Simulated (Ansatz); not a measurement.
**MgH2 (P4_2/mnm): how G0W0 depends on its starting point**

How much of the starting functional survives in the G0W0 gap of MgH2 (P4_2/mnm)?

Calculated with Ansatz 0.2.0; G0W0 on several functionals, plane waves, PAW.

In doubt: masses and optical values from hybrid runs of this build are listed as unsure (step 4), which bears on the screening that GW takes from such a start.

## 1. Set-up

Symmetry: P4_2/mnm, No. 136, tetragonal system. The conventional cell has a = 4.517 Å, b = 4.517 Å, c = 3.021 Å, α = 90.00°, β = 90.00°, γ = 90.00°. Mg has 6 H at 1.95 Å nearest. H has 3 Mg at 1.95 Å nearest. Farther neighbours are not listed.

The cell and positions come from the Crystallography Open Database and are kept as given unless a step says otherwise. The default PAW set here is soft_2. Its files were made with PBE.

## 2. G0W0 on LDA

Now the one-shot GW correction: screening in the RPA, then the self-energy of the levels asked for.

This step: G0W0 on LDA, plane waves, PAW.

The input, input.yaml:

```yaml
crystal:
  lattice:
    - [4.5168, 0.0, 0.0]
    - [0.0, 4.5168, 0.0]
    - [0.0, 0.0, 3.0205]
  atoms:
    - { symbol: Mg, position: [0.0, 0.0, 0.0] }
    - { symbol: Mg, position: [0.5, 0.5, 0.5] }
    - { symbol: H, position: [0.306, 0.306, 0.0] }
    - { symbol: H, position: [0.194, 0.806, 0.5] }
    - { symbol: H, position: [0.694, 0.694, 0.0] }
    - { symbol: H, position: [0.806, 0.194, 0.5] }
kpoints:
  mp_grid: { grid: [4, 4, 6] }
hamiltonian:
  xc: lda
scf:
  occupations: { method: fixed }
gw:
  n_empty_bands: 183
  ecut_chi: 120
  qp_bands: [v2, c2]
  qp_kpoints: band_edges
  screening: { model: contour_deformation }
```

Run with:

```bash
> ansatz run input.yaml --threads 3 --pin off --max-ram 92160MiB --backend cuda --events-out ev --progress --plain --runs-dir out --devices 1 --max-vram 13GiB  # rebuilt from the run's record
```

Numbers of over 12 decimals in the logs are rounded to 6 here.

Log:

```text
GPUs: using 1 of 1 available (devices: 1).
Engine: ansatz 0.2.0, x86_64-unknown-linux-gnu
Pseudopotentials: kind: paw
Pseudopotential: Mg, paw, valence charge 10, recommended cutoff 420 eV (normal), Mg.paw.azcp
Pseudopotential: H, paw, valence charge 1, recommended cutoff 420 eV (normal), H.paw.azcp
Functional definition: SPW92
  exchange = slater_x
  correlation = pw_c
device memory: the entry about to start is reckoned to put 0.6 GiB on a device that reports 49.9 GiB free (of which the cap on the GPU budget leaves the run 13.0 GiB)
GPU FFT provider: cuFFT
GPU libraries: cuBLAS 13.8.2, cuFFT 12.4.0, cuSOLVER 12.3.4
Crystal: 6 atoms, lattice volume = 61.623 Å³
Basis set: ecut = 420 eV, 1195 PW (Γ)
Bands: 18, of which v1, the nominal top of the filled ones, is band 12 counted from 1 (11 counted from 0)
Symmetry: 16 space group operations
Space group: P42/mnm (ITA 136), of the structure as read, at distance tolerance 3.9e-5 Å
k-points: 24 of 96
Non-local potential: Mg, projectors of the file, l = 0: 3, l = 1: 2, l = 2: 1
Non-local potential: H, projectors of the file, l = 0: 2, l = 1: 1
PAW form: soft (Blöchl's): semilocal exchange-correlation on the pseudo side does not see the compensation charge
PAW frozen core: Mg, regenerated for the run's functional, and the local potential with it (the file was generated under x = pbe(κ = 0.804, μ = 0.219515), c = pbe(β = 0.066725))
PAW one-centre angular grid: Mg, 110 points (default); XC on 64 Gauss nodes
PAW one-centre angular grid: H, 110 points (default); XC on 64 Gauss nodes
Initial density: superposition of atomic densities (neutral atoms: chi_scale 0, normalization atom), corrected by the library's trained network
Initial wavefunctions: pseudopotential atomic-orbital guess
GPU buffer pool allocated for 24576 grid points (all kernels)
GPU transforms: local potential and band sums: pruned to the plane-wave sphere, on 32×32×24
Functional: x = slater, c = lda
SCF iter   1: F=—  HF=-3866.934793 eV  |F-HF|=—  |Δ(HF+E_count)|=         —  Δρ=1.26e-2  dr2=6.62e-2  ethr=1.77e-3  ⟨swp⟩=4.0  Hψ=1915  notcnv=0  defer=82
preconditioner: auto → none  [insulator: Δε(μ)=3.411 eV  Ē_g=9.747 eV  n_scr=10 (ndim 8)  ℏωp=13.4 eV  f_vac=0.000  ε∞_Penn≈2.9]
SCF iter   2: F=—  HF=-3866.906840 eV  |F-HF|=—  |Δ(HF+E_count)|=   2.80e-2  Δρ=4.05e-3  dr2=6.82e-3  ethr=2.76e-4  ⟨swp⟩=1.7  Hψ=656  notcnv=0  defer=90
SCF iter   3: F=—  HF=-3866.903746 eV  |F-HF|=—  |Δ(HF+E_count)|=   3.09e-3  Δρ=1.32e-4  dr2=7.14e-6  ethr=2.84e-5  ⟨swp⟩=3.0  Hψ=743  notcnv=0  defer=96
SCF iter   4: F=—  HF=-3866.903745 eV  |F-HF|=—  |Δ(HF+E_count)|=   1.28e-6  Δρ=4.13e-5  dr2=4.47e-7  ethr=2.98e-8  ⟨swp⟩=2.0  Hψ=720  notcnv=0  defer=31
iter 5 did not close the SCF: its close was put off for the readings that it lacked (scf_convergence_deferred on its scf_iter line)
SCF iter   5: F=-3866.903744 eV  HF=-3866.903744 eV  |F-HF|=4.19e-8  |Δ(HF+E_count)|=   2.84e-7  Δρ=1.14e-5  dr2=3.50e-8  ethr=1.86e-9  ⟨swp⟩=2.0  Hψ=612  notcnv=0  defer=31
SCF iter   6: F=-3866.903744 eV  HF=-3866.903744 eV  |F-HF|=7.28e-12  |Δ(HF+E_count)|=   2.43e-8  Δρ=2.02e-7  dr2=2.41e-11  ethr=1.46e-10  ⟨swp⟩=5.2  Hψ=1816  notcnv=0
SCF 1 converged in 6 iterations: F = -3866.903744 eV  dr2 = 2.41e-11
  greatest PAW one-centre occupation: 1.000 electrons in one spin orbital (limit 2), on the Mg atom at site 0 (counted from 0), in its partial waves of l = 1
device memory: the entry about to start is reckoned to put 0.7 GiB on a device that reports 49.7 GiB free (of which the cap on the GPU budget leaves the run 13.0 GiB)
NSCF: frozen V_eff on 24 k-points, pencils in batches of 32, up to order 72
the band table was solved once the SCF had ended and its energy, with any forces and stress, was formed, with the checks that follow a solve (2125 applications of the Hamiltonian). They found nothing against the state; the energy, forces and stress were not computed again (output.eigenvalues in the input reference)
device memory: the entry about to start is reckoned to put 3.5 GiB on a device that reports 50.4 GiB free (of which the cap on the GPU budget leaves the run 13.0 GiB)
NSCF: frozen V_eff on 24 k-points
G₀W₀ screening: q 1/24
[... further progress lines ...]
SCF converged after 6 iterations
Free energy (F): -3866.903744 eV
Harris-Foulkes:  -3866.903744 eV  (|F-HF|=7.28e-12)
Internal energy: -3866.903744 eV  (E = F + TS)
E sigma→0 (E₀):  -3866.903744 eV
Fermi energy:    1.667387 eV
--- Per-component energies (eV) ---
  E_band       = -754.096012
  E_kinetic    = 206.115711
  E_local      = -3451.586236  (includes V_loc(G=0)·N_el)
  E_nonlocal   = 197.308332
  E_hartree    = 1237.222083
  E_xc         = -93.077217
  E_vxc        = -121.215347  (∫ρ·V_xc dr)
  E_paw        = -544.047344  (= ΣΔE_a)
  E_vpaw       = -59.157837  (= ΣTr[D̂ρ^β])
  E_aug_tail   = -0.004988  (compensation charges beyond the density's cutoff)
  E_ewald      = -1419.135044
  E_core_change = 0.300959  (= ΣΔE_core)
  E_smearing   = -0.000000  (= −TS)
  E_closure    = -0.000000  (closes the sum)
  Σ components = -3866.903744   (vs F -3866.903744, Δ=0.00e0)
--- Band table (eV; the first three rows and the last of 24) ---
  k-point 0: bands = [... 8 lower, -4.8637, 0.2397, 0.2397, 1.1775, 6.1154, 6.5556, 10.5195, 10.5195, ... 2 higher]
  k-point 1: bands = [... 8 lower, -4.4455, 0.5183, 0.5183, 1.1750, 6.5710, 6.6101, 9.5660, 10.7317, ... 2 higher]
  k-point 2: bands = [... 8 lower, -3.2332, 0.4506, 1.2082, 1.2082, 6.4271, 7.9374, 9.3435, 9.3677, ... 2 higher]
  k-point 23: bands = [... 8 lower, -0.2229, -0.2229, 0.7612, 0.7612, 5.2051, 5.2051, 5.5630, 5.5630, ... 2 higher]
--- G₀W₀: contour deformation, 6 samples at zero and on the imaginary axis and 1 off it, 96 q-points, 183 empty bands' worth ---
  eigenvalues of the whole cell's RPA ε∞ on this k-mesh (on a slab, of 1 + 4πα/V) = 4.0120, 4.0120, 4.0273; static W/v taken at q = 0 is 0.248938
  bands read: the sum over 195 bands ends inside a degenerate multiplet in 15 slots, whose members it reads at an even weight; the widest, k=0: bands 195 to 196 (counted from 1) at 1/2 each
  gw.qp_kpoints: band_edges: 17 of 24 stored k-points solved, in 1 pass; an edge of the gap read off the rows below is read off those points alone
    valence top: of the k-points left out ik 18 came nearest to being solved in a further pass, in band 12 (counted from 1, as in the quasiparticle table): it holds the edge there only if its correction is more favourable than any solved in that band by at least 0.702 eV; those differ by 0.168 eV
    conduction bottom: of the k-points left out ik 18 came nearest to being solved in a further pass, in band 14 (counted from 1, as in the quasiparticle table): it holds the edge there only if its correction is more favourable than any solved in that band by at least 0.735 eV; those differ by 0.345 eV
    ik  band        ε_KS         Σx   Σc(E_QP)       V_xc       Z   E_QP_lin       E_QP  E_QP is
     0    11      0.2397   -15.1641     2.6724   -11.1405  0.7460    -1.1486    -1.1115  root
     0    12      1.1775   -14.7479     2.0771   -11.4793  0.7596    -0.0368    -0.0141  root
     0    13      6.1154    -2.9863    -3.6713    -7.2609  0.8128     6.7230     6.7188  root
     0    14      6.5556    -6.1446    -3.7315   -10.5974  0.7947     7.2830     7.2769  root
     1    11      0.5183   -15.0937     2.5615   -11.1850  0.7497    -0.8635    -0.8289  root
     1    12      1.1750   -14.9382     2.1750   -11.5204  0.7586    -0.0930    -0.0679  root
     1    13      6.5710    -2.8965    -3.7521    -7.2625  0.8106     7.1895     7.1850  root
     1    14      6.6101    -6.1320    -3.8622   -10.8237  0.7968     7.4479     7.4396  root
     2    11      1.2082   -15.0125     2.3171   -11.3506  0.7576    -0.1667    -0.1366  root
     2    12      1.2082   -15.0125     2.3171   -11.3506  0.7576    -0.1667    -0.1366  root
     2    13      6.4271    -5.7605    -4.0447   -10.7719  0.8010     7.4056     7.3938  root
     2    14      7.9374    -2.6397    -3.9950    -7.2676  0.8018     8.5762     8.5703  root
     3    11      1.6674   -15.0878     2.2015   -11.5270  0.7613     0.2796     0.3080  root
     3    12      1.6674   -15.0878     2.2015   -11.5270  0.7613     0.2796     0.3080  root
     3    13      7.6111    -5.7830    -4.2544   -10.9652  0.7884     8.5524     8.5389  root
     3    14      7.6111    -5.7830    -4.2544   -10.9652  0.7884     8.5524     8.5389  root
     4    11      0.5165   -15.1007     2.5671   -11.1840  0.7497    -0.8677    -0.8330  root
     4    12      1.6671   -14.9446     2.1386   -11.4927  0.7623     0.3275     0.3538  root
     4    13      6.1344    -4.7326    -3.7348    -9.2042  0.8051     6.8775     6.8712  root
     4    14      7.8886    -4.0149    -4.0281    -8.7308  0.7941     8.5835     8.5765  root
     5    11      0.7652   -15.0576     2.4737   -11.2365  0.7527    -0.6149    -0.5821  root
     5    12      1.6561   -15.0006     2.1671   -11.5053  0.7619     0.3009     0.3278  root
     5    13      6.5525    -4.6849    -3.8455    -9.2988  0.8030     7.3281     7.3209  root
     5    14      8.2122    -4.2319    -4.0855    -9.0180  0.7906     8.9204     8.9127  root
[...]
19    11      0.6890   -14.5731     2.3621   -10.9134  0.7538    -0.6388    -0.6086  root
    19    12      0.6890   -14.5731     2.3621   -10.9134  0.7538    -0.6388    -0.6086  root
    19    13      5.6252    -5.0005    -3.7041    -9.4340  0.8031     6.3607     6.3546  root
    19    14      5.6252    -5.0005    -3.7041    -9.4340  0.8031     6.3607     6.3546  root
    23    11      0.7612   -14.7510     2.4489   -10.9438  0.7537    -0.6303    -0.5972  root
    23    12      0.7612   -14.7510     2.4489   -10.9438  0.7537    -0.6303    -0.5972  root
    23    13      5.2051    -5.4669    -3.7387   -10.0460  0.8052     6.0532     6.0454  root
    23    14      5.2051    -5.4669    -3.7387   -10.0460  0.8052     6.0532     6.0454  root
```

Run time: 16 s. Hardware: 1 × NVIDIA H100 80GB HBM3 (shared by 6 runs) with 3 threads of AMD EPYC 7R13 (Zen 3), shared host; peak memory 1.2 GiB.

In the SCF lines HF is the Harris–Foulkes energy and dr2 the Hartree energy of the density residual, in eV; the loop may stop once dr2 is under the threshold and the program's other checks hold. Hψ counts applications of the Hamiltonian.

This step gave:

| Property | Result |
| --- | --- |
| bands summed | 195 |
| RPA ε∞ on this mesh (eigenvalues) | 4.012, 4.012, 4.027 |
| plane waves in the screening matrix | 181 |
| q-points in the mesh | 96 |
| G0W0 gap on the mesh | 5.692 eV |
| k of the valence top | 0, 0.25, 0 |
| k of the conduction bottom | -0.5, -0.5, -0.5 |
| starting gap on the mesh | 3.538 eV |
| Z at the valence top | 0.7623 |
| Z at the conduction bottom | 0.8052 |
| least direct G0W0 gap on the computed points | 6.492 eV |

The gap on the mesh goes from 3.54 eV to 5.69 eV, a correction of +2.15 eV. Between the two edge states, bare exchange in place of the xc potential would open the gap by 8.03 eV, and correlation takes back 5.88 eV.

## 3. G0W0 on PBE

The same correction from a different start measures what one shot leaves open.

This step: G0W0 on PBE, plane waves, PAW.

input.yaml: that of step 2 with these lines changed.

```diff
@@ -15,3 +15,3 @@
 hamiltonian:
-  xc: lda
+  xc: pbe
 scf:
```

Log:

```text
GPUs: using 1 of 1 available (devices: 1).
[...]
GPU FFT provider: cuFFT
GPU libraries: cuBLAS 13.8.2, cuFFT 12.4.0, cuSOLVER 12.3.4
Crystal: 6 atoms, lattice volume = 61.623 Å³
Basis set: ecut = 420 eV, 1195 PW (Γ)
Bands: 18, of which v1, the nominal top of the filled ones, is band 12 counted from 1 (11 counted from 0)
Symmetry: 16 space group operations
[...]
k-points: 24 of 96
[...]
GPU buffer pool allocated for 24576 grid points (all kernels)
[...]
SCF iter   1: F=—  HF=-3912.183994 eV  |F-HF|=—  |Δ(HF+E_count)|=         —  Δρ=4.80e-4  dr2=6.55e-5  ethr=1.77e-3  ⟨swp⟩=4.0  Hψ=1911  notcnv=0  defer=81
[...]
SCF iter   6: F=-3912.183862 eV  HF=-3912.183862 eV  |F-HF|=8.23e-11  |Δ(HF+E_count)|=  3.90e-10  Δρ=4.60e-7  dr2=4.49e-11  ethr=2.81e-12  ⟨swp⟩=5.0  Hψ=1848  notcnv=0
SCF 1 converged in 6 iterations: F = -3912.183862 eV  dr2 = 4.49e-11
[...]
NSCF: frozen V_eff on 24 k-points, pencils in batches of 32, up to order 72
[...]
NSCF: frozen V_eff on 24 k-points
G₀W₀ screening: q 1/24
[... further progress lines ...]
SCF converged after 6 iterations
Free energy (F): -3912.183862 eV
[...]
Internal energy: -3912.183862 eV  (E = F + TS)
E sigma→0 (E₀):  -3912.183862 eV
Fermi energy:    1.741094 eV
[...]
--- Band table (eV; the first three rows and the last of 24) ---
  k-point 0: bands = [... 8 lower, -4.6184, 0.3701, 0.3701, 1.3015, 6.5359, 6.8850, 10.9142, 10.9142, ... 2 higher]
  k-point 1: bands = [... 8 lower, -4.2046, 0.6382, 0.6382, 1.2816, 6.9917, 6.9939, 9.9755, 11.0956, ... 2 higher]
  k-point 2: bands = [... 8 lower, -3.0080, 0.5701, 1.2943, 1.2943, 6.9063, 8.3585, 9.6414, 9.7365, ... 2 higher]
  k-point 23: bands = [... 8 lower, -0.0990, -0.0990, 0.8681, 0.8681, 5.6488, 5.6488, 5.9762, 5.9762, ... 2 higher]
[...]
0    11      0.3701   -15.4083     2.6927   -11.2501  0.7524    -1.1366    -1.0955  root
     0    12      1.3015   -15.0589     2.1534   -11.5994  0.7647    -0.0309    -0.0045  root
     0    13      6.5359    -2.9013    -3.5498    -6.8195  0.8189     6.9058     6.9043  root
     0    14      6.8850    -5.9769    -3.6509   -10.2551  0.8022     7.5166     7.5123  root
     1    11      0.6382   -15.3542     2.5884   -11.3149  0.7557    -0.8508    -0.8127  root
     1    12      1.2816   -15.2431     2.2401   -11.6644  0.7636    -0.0851    -0.0570  root
     1    13      6.9917    -2.8152    -3.6256    -6.8209  0.8168     7.3734     7.3718  root
     1    14      6.9939    -5.9488    -3.7640   -10.3980  0.8038     7.6844     7.6791  root
[...]
23    11      0.8681   -15.0523     2.4881   -11.1148  0.7592    -0.6174    -0.5813  root
    23    12      0.8681   -15.0523     2.4881   -11.1148  0.7592    -0.6174    -0.5813  root
    23    13      5.6488    -5.2771    -3.6304    -9.5227  0.8117     6.2680     6.2640  root
    23    14      5.6488    -5.2771    -3.6304    -9.5227  0.8117     6.2680     6.2640  root
```

It took 22 s on 1 × NVIDIA H100 80GB HBM3 (shared by 6 runs) with 3 threads; peak memory 1.2 GiB.

This step gave:

```
bands summed                                 : 195
RPA ε∞ on this mesh (eigenvalues)            : 3.655, 3.655, 3.667
plane waves in the screening matrix          : 181
q-points in the mesh                         : 96
G0W0 gap on the mesh                         : 5.895 eV
k of the valence top                         : 0, 0.25, 0
k of the conduction bottom                   : -0.5, -0.5, -0.5
starting gap on the mesh                     : 3.908 eV
Z at the valence top                         : 0.7669
Z at the conduction bottom                   : 0.8117
least direct G0W0 gap on the computed points : 6.687 eV
```

Against the run with 4×4×6 mesh, 183 empty bands, screening to 120 eV on LDA, the gap moves by +0.20 eV, while the start moved by +0.37 eV.

## 4. G0W0 on HSE06

This step: G0W0 on HSE06, plane waves, PAW.

input.yaml: that of step 3 with these lines changed.

```diff
@@ -15,3 +15,3 @@
 hamiltonian:
-  xc: pbe
+  xc: hse06
 scf:
```

Log:

```text
GPUs: using 1 of 1 available (devices: 1).
[...]
davidson cushion auto → on  (no smearing: the cushion is to keep the highest requested band from converging to the state above it; pin scf.eigensolver.cushion to override)
[...]
GPU FFT provider: cuFFT
GPU libraries: cuBLAS 13.8.2, cuFFT 12.4.0, cuSOLVER 12.3.4
Crystal: 6 atoms, lattice volume = 61.623 Å³
Basis set: ecut = 420 eV, 1195 PW (Γ)
[...]
1    13      7.2693    -2.7673    -3.4212    -6.5239  0.8398     7.6057     7.6047  root
     1    14      7.4295    -5.6965    -3.5599    -9.8017  0.8293     7.9773     7.9747  root
[...]
23    11      0.0189   -15.1044     2.1359   -11.9427  0.7914    -1.0199    -1.0069  root
    23    12      0.0189   -15.1044     2.1359   -11.9427  0.7914    -1.0199    -1.0069  root
    23    13      6.0165    -5.0676    -3.4393    -9.0226  0.8357     6.5344     6.5322  root
    23    14      6.0165    -5.0676    -3.4393    -9.0226  0.8357     6.5344     6.5322  root
[key lines of the parts left out:]
Free energy (F): -3913.072269 eV
Fermi energy:    0.990776 eV
```

Elapsed: 47 s, on 1 × NVIDIA H100 80GB HBM3 (shared by 6 runs) with 3 threads; peak memory 1.6 GiB.

Numbers from this step:

```
bands summed                                 : 195
RPA ε∞ on this mesh (eigenvalues)            : 3.108, 3.108, 3.115
plane waves in the screening matrix          : 181
G0W0 gap on the mesh                         : 6.542 eV
k of the valence top                         : 0, 0.25, 0
k of the conduction bottom                   : -0.5, -0.5, -0.5
starting gap on the mesh                     : 5.026 eV
least direct G0W0 gap on the computed points : 7.341 eV
```

Against the run with 4×4×6 mesh, 183 empty bands, screening to 120 eV on PBE, the gap moves by +0.65 eV, while the start moved by +1.12 eV.

## 5. The starts together

All on the 4×4×6 mesh with 183 empty bands and screening to 120 eV. Times are wall times on 1 × NVIDIA H100 80GB HBM3 (shared by 6 runs) with 3 threads of AMD EPYC 7R13 (Zen 3), shared host, good to a factor of about two.

```
start  starting gap (eV)  shift (eV)  G0W0 gap (eV)  RPA ε∞ (harmonic mean)  Z (valence, conduction)  time
  LDA               3.54       +2.15           5.69                    4.02               0.76, 0.81  16 s
  PBE               3.91       +1.99           5.90                    3.66               0.77, 0.81  22 s
HSE06               5.03       +1.52           6.54                    3.11               0.80, 0.84  47 s
```

How the two edges are built up, in eV (the quasiparticle level is the starting level plus Σx plus Σc less Vxc):

```
  run               edge  start      Σx     Σc     Vxc     Z     QP
  LDA        valence top   1.67  -14.94   2.14  -11.49  0.76   0.35
  LDA  conduction bottom   5.21   -5.47  -3.74  -10.05  0.81   6.05
  PBE        valence top   1.74  -15.27   2.20  -11.70  0.77   0.37
  PBE  conduction bottom   5.65   -5.28  -3.63   -9.52  0.81   6.26
HSE06        valence top   0.99  -15.35   1.90  -12.44  0.80  -0.01
HSE06  conduction bottom   6.02   -5.07  -3.44   -9.02  0.84   6.53
```

For a hybrid start, Vxc holds its share of exact exchange.

## 6. Summary of results

| Property | Result |
| --- | --- |
| G0W0@LDA | 5.69 eV (start 3.54 eV) |
| G0W0@PBE | 5.90 eV (start 3.91 eV) |
| G0W0@HSE06 | 6.54 eV (start 5.03 eV) |
| known limits | not at the basis limit |

The starting gaps span 1.49 eV and the G0W0 gaps 0.85 eV. Between LDA and HSE06, 0.85 eV of the 1.49 eV survives, 57 %. HSE06 screens less than LDA (ε∞ 3.11 against 4.02). Of the 0.85 eV by which its G0W0 gap is higher, the correlation part gives +0.54 eV, and exchange with the one-particle terms, which follow the orbitals, +0.31 eV. The smallest correction, +1.52 eV, is on HSE06, the start nearest to reproducing itself. Bands and cutoff are finite, so the gap is not at the basis limit. The miss can reach some tenths of an eV and take either sign; the mesh is an error of its own.

[Paths, hosts, dates, memory and timing lines, banners, echoed tables and standing remarks are left out of the program output.]

[Logs are printed without paths, hosts, clocks, repeated set-up lines and the standing remarks that a program may print on its own settings, such as how far it seeks lower states.]

[Runs of the session that timed out or met a known fault of the program may be left out.]

[Cells called generated may have been cut or substituted from an entry of the Crystallography Open Database or the Materials Project.]

[Hosts, paths, dates, database ids (printed as entryN), source tags and the programs' standing remarks are cut or masked in the printed files.]
